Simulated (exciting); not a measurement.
Consider NaAsF6, space group R-3.

```xyz
8
Lattice="2.5483 1.4713 4.7073 -2.5483 1.4713 4.7073 0.0000 -2.9425 4.7073" Properties=species:S:1:pos:R:3 pbc="T T T"
As    0.0000    0.0000    0.0000
Na    0.0000    0.0000    7.0609
F    -1.1261    1.4507    5.7157
F    -0.6933   -1.7005    5.7157
F     1.8193    0.2499    5.7157
F     1.1261   -1.4507    8.4062
F     0.6933    1.7005    8.4062
F    -1.8193   -0.2499    8.4062
```

Absorber: atom 3, with 1 As at 1.74 Å (terminal, site symmetry 1). Method: exciting, all-electron LAPW+lo, LDA, exchange and screened direct term (singlet BSE), 3×3×3 shifted k points, 36 conduction bands, |G+q| up to 3 bohr⁻¹, full RPA screening with nempty = 67, Lorentzian half width 0.45 eV.

Question: Predict the F K near-edge structure at this level.

Bound core exciton? Yes on this mesh: the first bright state (over 5 % of the brightest) lies at -4.40 eV from the Kohn–Sham onset and at -4.57 eV from the lowest bare transition of its own mesh; weaker or dark states reach down to -4.46 eV. Maxima (height): -4.4 eV (0.92), 1.8 eV (1.00), 6.0 eV (0.41) and 17.8 eV (0.15).

Energy from the Kohn–Sham onset, core level to the lowest empty state found on the meshes used; Im ε in relative units:

| E (eV) | Im ε |
| --- | --- |
| -8.0 | 0.02 |
| -7.5 | 0.02 |
| -7.0 | 0.03 |
| -6.5 | 0.05 |
| -6.0 | 0.07 |
| -5.5 | 0.14 |
| -5.0 | 0.34 |
| -4.5 | 0.88 |
| -4.0 | 0.52 |
| -3.5 | 0.20 |
| -3.0 | 0.10 |
| -2.5 | 0.07 |
| -2.0 | 0.06 |
| -1.5 | 0.06 |
| -1.0 | 0.09 |
| -0.5 | 0.09 |
| 0.0 | 0.10 |
| 0.5 | 0.14 |
| 1.0 | 0.28 |
| 1.5 | 0.72 |
| 2.0 | 0.94 |
| 2.5 | 0.51 |
| 3.0 | 0.36 |
| 3.5 | 0.36 |
| 4.0 | 0.36 |
| 4.5 | 0.36 |
| 5.0 | 0.34 |
| 5.5 | 0.38 |
| 6.0 | 0.41 |
| 6.5 | 0.36 |
| 7.0 | 0.31 |
| 7.5 | 0.29 |
| 8.0 | 0.26 |
| 8.5 | 0.21 |
| 9.0 | 0.18 |
| 9.5 | 0.15 |
| 10.0 | 0.13 |
| 10.5 | 0.12 |
| 11.0 | 0.11 |
| 11.5 | 0.11 |
| 12.0 | 0.11 |
| 12.5 | 0.12 |
| 13.0 | 0.14 |
| 13.5 | 0.14 |
| 14.0 | 0.12 |
| 14.5 | 0.12 |
| 15.0 | 0.11 |
| 15.5 | 0.11 |
| 16.0 | 0.11 |
| 16.5 | 0.13 |
| 17.0 | 0.14 |
| 17.5 | 0.15 |
| 18.0 | 0.15 |
| 18.5 | 0.13 |
| 19.0 | 0.12 |
| 19.5 | 0.11 |
| 20.0 | 0.11 |
| 20.5 | 0.09 |
| 21.0 | 0.08 |

A mesh of 27 points doesn't converge binding energies, and fine structure above the first lines is partly noise of the mesh. Exchange and the short-range direct term aren't converged in the kernel cutoff. The zero comes from the unshifted 3×3×3 ground-state mesh; it is exact only where the band minimum lies on that mesh. The structure is a Materials Project entry, computed there, and may be a hypothetical form.

[Banner, clock and machine lines of the logs are left out without a mark of their own.]

[Logs are printed without paths, hosts, clocks, repeated set-up lines and the standing remarks that a program may print on its own settings, such as how far it seeks lower states.]

[Hosts, paths, dates, database ids (printed as entryN), source tags and the programs' standing remarks are cut or masked in the printed files.]
